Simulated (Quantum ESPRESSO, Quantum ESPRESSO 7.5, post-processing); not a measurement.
# K(110), 5 layers: solver and mixing choices

Aim: which eigensolver and mixing brings K(110), 5 layers to self-consistency fastest, and whether the result stays the same.

Calculated with Quantum ESPRESSO 7.5; plane-wave DFT, PBE, GBRV ultrasoft pseudopotentials.

**1. Starting point**

The cell holds 5 atoms: 5 K. Cell: a = 4.529 Å, b = 4.529 Å, c = 30.793 Å, α = 90.0°, β = 90.0°, γ = 70.5°. It derives from K. Vacuum lies along c.

**2. Ground state: david, local-TF mixing, beta 0.4, history 8**

The first run is the reference of the series.

Input file c0.in:

```
&control
  prefix = 'c0'
  outdir = './out'
  pseudo_dir = './pseudo'
  calculation = 'scf'
  tprnfor = .true.
/
&system
  ibrav = 0
  nat = 5
  ntyp = 1
  ecutwfc = 40
  ecutrho = 200
  occupations = 'smearing'
  smearing = 'mv'
  degauss = 0.02
  assume_isolated = 'esm'
  esm_bc = 'bc1'
/
&electrons
  conv_thr = 1e-07
  mixing_beta = 0.4
  electron_maxstep = 80
  mixing_mode = 'local-TF'
  diagonalization = 'david'
  mixing_ndim = 8
/
ATOMIC_SPECIES
  K   39.0983  k_pbe_v1.4.uspp.F.UPF
CELL_PARAMETERS angstrom
  3.69816846560564 -2.61500000000000 0.00000000000000
  3.69816846560564 2.61500000000000 0.00000000000000
  0.00000000000000 0.00000000000000 30.79267386242257
ATOMIC_POSITIONS crystal
  K   0.000000000000 0.000000000000 -0.240197943324
  K   0.500000000000 0.500000000000 -0.120098971662
  K   0.000000000000 0.000000000000 0.000000000000
  K   0.500000000000 0.500000000000 0.120098971662
  K   0.000000000000 0.000000000000 0.240197943324
K_POINTS automatic
  6 6 1 0 0 0
```

Command:

```sh
$ OMP_NUM_THREADS=1 mpirun -n 4 pw.x -nk 2 -in c0.in > c0.out
```

Then come: SCF with pw.x: david, plain mixing, beta 0.4, history 8; ground state: david, plain mixing, beta 0.7, history 8; self-consistent run: david, TF mixing, beta 0.4, history 8; SCF with pw.x: david, local-TF mixing, beta 0.7, history 8; self-consistent run: david, local-TF mixing, beta 0.2, history 8; SCF with pw.x: david, local-TF mixing, beta 0.4, history 4; self-consistent run: cg, local-TF mixing, beta 0.4, history 8; SCF with pw.x: ppcg, local-TF mixing, beta 0.4, history 8; SCF with pw.x: paro, local-TF mixing, beta 0.4, history 8; SCF with pw.x: rmm-davidson, local-TF mixing, beta 0.4, history 8; the series side by side. Settings of the main run: cutoff 40 Ry, smearing, Marzari-Vanderbilt smearing, smearing width 0.02 Ry, assume isolated esm, esm bc bc1, SCF threshold 1.00e-7 Ry, diagonalization david, mixing ndim 8, gbrv-pbe-1.5 potentials, 6×6×1 k-mesh, mpi ranks 4, pools 2, omp threads 1.

**Question.** What will these runs give for the largest change of the vacuum level?

The fastest choice is david, plain mixing, beta 0.7, history 8: 2.4 min, 28 iterations. The converged runs took 18 to 45 iterations and agree within 2 meV in the vacuum level; counts also move with the parallel layout and the random start, so differences of a few iterations rank nothing. Refused or stopped by an error: ppcg, local-TF mixing, beta 0.4, history 8.

| Property | Result |
| --- | --- |
| fastest | david, plain mixing, beta 0.7, history 8: 2.4 min, 28 iterations |
| slowest that converged | paro, local-TF mixing, beta 0.4, history 8: 5.8 min, 18 iterations |
| largest change of the vacuum level | 2 meV |

The times come from a shared host and are rough. Peak memory is sampled during the run and can miss the peak. The geometry is as built, not relaxed.

[Logs are printed without paths, hosts, clocks, repeated set-up lines and the standing remarks that a program may print on its own settings, such as how far it seeks lower states.]

[Hosts, paths, dates, database ids (printed as entryN), source tags and the programs' standing remarks are cut or masked in the printed files.]

[Maps of the electrostatic potential energy from Ansatz leave out the sawtooth potential of an applied field or a dipole correction, so their vacuum need not be flat; planar profiles and work functions include it.]
